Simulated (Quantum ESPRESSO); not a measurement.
# Voltage at the next charge: V(100), 5 layers against an electrode

Method. Quantum ESPRESSO 7.5, PBE, GBRV ultrasoft; ESM with bc3, a metal electrode 5.12 Å above the top atoms; cell area 9.120 Å²; ions fixed. V is the potential energy of an electron at the electrode over the slab's Fermi level, divided by e, so that it equals the work function at zero charge; positive charge removes electrons.

| charge (e a cell) | V (V) |
| --- | --- |
| 0 | 3.687 |
| 0.0137 | 4.518 |
| 0.0274 | 5.386 |

To predict: What is V at a charge of 0.0547 e, and what capacitance do the rows imply?

By hand: The last two rows give dV/dq = (5.386 − 4.518)/(0.0274 − 0.0137) = 63.4 V/e, so C = 1602/(9.120 × 63.4) = 2.77 µF/cm², an effective gap of 8.854/2.77 = 3.19 Å. At constant C, V = 5.386 + 63.4 × 0.0273 = 7.12 V.

**The withheld run.** V = 7.205 V; the estimate misses by −0.09 V, 4.9 % of the step. Over the three intervals C goes 2.90, 2.77 and 2.64 µF/cm²: it falls as electrons leave, the surface charge drawing back towards the atoms.

Caveats: Vacuum fills the gap; a dielectric or electrolyte would change C. The slab is thin.
